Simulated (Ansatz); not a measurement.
# Random alloy of the fcc Cu-Al line, x = 0.0938 (128 atoms): relaxation and levels of theory

Which bonds does the relaxation leave, and how do forces and pressure change with k-mesh and functional?

Calculated with Ansatz 0.2.0: Kohn-Sham DFT, PBE, PAW (set soft_2), plane waves; cutoff 420 eV, k-mesh 2×2×2, fermi-dirac smearing of 0.1 eV.

**The cell**

The cell holds 128 atoms: 116 Cu and 12 Al. Cell: a = 12.724 Å, b = 12.724 Å, c = 12.724 Å, α = 109.5°, β = 109.5°, γ = 109.5°. It derives from Cu (fcc Cu-Al) and Al. Fcc Cu-Al: 128 atoms, 12 of 128 Cu sites given to Al at random, cell and internal coordinates interpolated linearly between the end members (Vegard's rule); not relaxed, displaced by a Gaussian of 0.02 Å. Lattice constants are starting values near those of PBE.

Cell and atoms were relaxed with PBE. The walk converged after 3 steps by the program's count, with a largest force component of 0.0239 eV/Å; it began at an r.m.s. force component of 0.18 eV/Å. The edges went from 12.724, 12.724, 12.724 to 12.650, 12.647, 12.645 Å, and the volume from 12.389 to 12.172 Å³ an atom (-1.7 %).

The input of the reference single point:

```yaml
crystal:
  lattice:
    - [-7.26287, 7.32474, 7.32341]
    - [7.26556, -7.31912, 7.32049]
    - [7.26408, 7.32033, -7.31779]
  atoms:
    - { symbol: Cu, position: [0.49875, 0.0006, 0.9981] }
    - { symbol: Cu, position: [0.75022, 0.12707, 0.12403] }
    - { symbol: Cu, position: [0.62391, 0.24996, 0.12466] }
    - { symbol: Cu, position: [0.62438, 0.12467, 0.24803] }
    [... 122 atom lines left out ...]
    - { symbol: Cu, position: [0.12554, 0.00048, 0.87509] }
    - { symbol: Cu, position: [0.12555, 0.87543, 0.99989] }
kpoints:
  mp_grid: { grid: [2, 2, 2] }
hamiltonian:
  xc: pbe
scf:
  occupations: { method: fermi_dirac, width: 0.1 }
output:
  forces: true
  stress: true
  populations: true
  dos:
    method: { smearing: { sigma: 0.08 } }
    de: 0.05
    projected: { site_lists: { Al: [Al], Cu: [Cu] } }
  eigenvalues: true
  write_density: true
  write_potential: true
  volumetric_format: npy
```

**Bonds after relaxation**

Bonds by pair of elements; cutoffs follow the first minimum of g(r), held within bounds set by covalent radii, and pairs that aren't listed don't count as bonded:

```csv
pair A-B,cutoff (Å),bonds,mean length (Å),spread (Å),shortest (Å),B about A,A about B
Cu-Cu,3.02,626,2.58,0.012,2.55,10.8,10.8
Cu-Al,3.02,140,2.59,0.017,2.53,1.21,11.7
Al-Al,3.05,2,2.73,0.005,2.73,0.333,0.333
```

How many atoms have how many bonded neighbours:

```csv
element,mean,12
Al,12,12
Cu,12,116
```

**Levels of theory**

Single points at the relaxed geometry:

| functional | k-mesh | pressure (GPa) | r.m.s. force component (eV/Å) | SCF cycles | time |
| --- | --- | --- | --- | --- | --- |
| PBE | 2×2×2 | 0.03 | 0.004 | 10 | 14 s |
| PBE | 3×3×3 | 0.12 | 0.008 | 10 | 32 s |
| r2SCAN | 2×2×2 | -5.85 | 0.016 | 14 | 22 s |
| PBEsol | 2×2×2 | -7.30 | 0.024 | 10 | 14 s |

Cutoffs: 420 eV for PBE and PBEsol; 500 eV for r2SCAN.

**Findings**

Every run has partly filled levels at the Fermi energy, as in a metal. Against the reference the pressure changes with r2SCAN by -5.9 GPa and PBEsol by -7.3 GPa; a negative change means a smaller volume than PBE would take. The denser mesh moves the energy by +1.1 meV/atom and the pressure by +0.09 GPa.

Limits: All single points share the geometry relaxed with PBE. One random arrangement of the atoms on their sites. In some runs the program notes that it cut back its plan to fit the GPU's memory.

[Logs are printed without paths, hosts, clocks, repeated set-up lines and the standing remarks that a program may print on its own settings, such as how far it seeks lower states.]

[Hosts, paths, dates, database ids (printed as entryN), source tags and the programs' standing remarks are cut or masked in the printed files.]
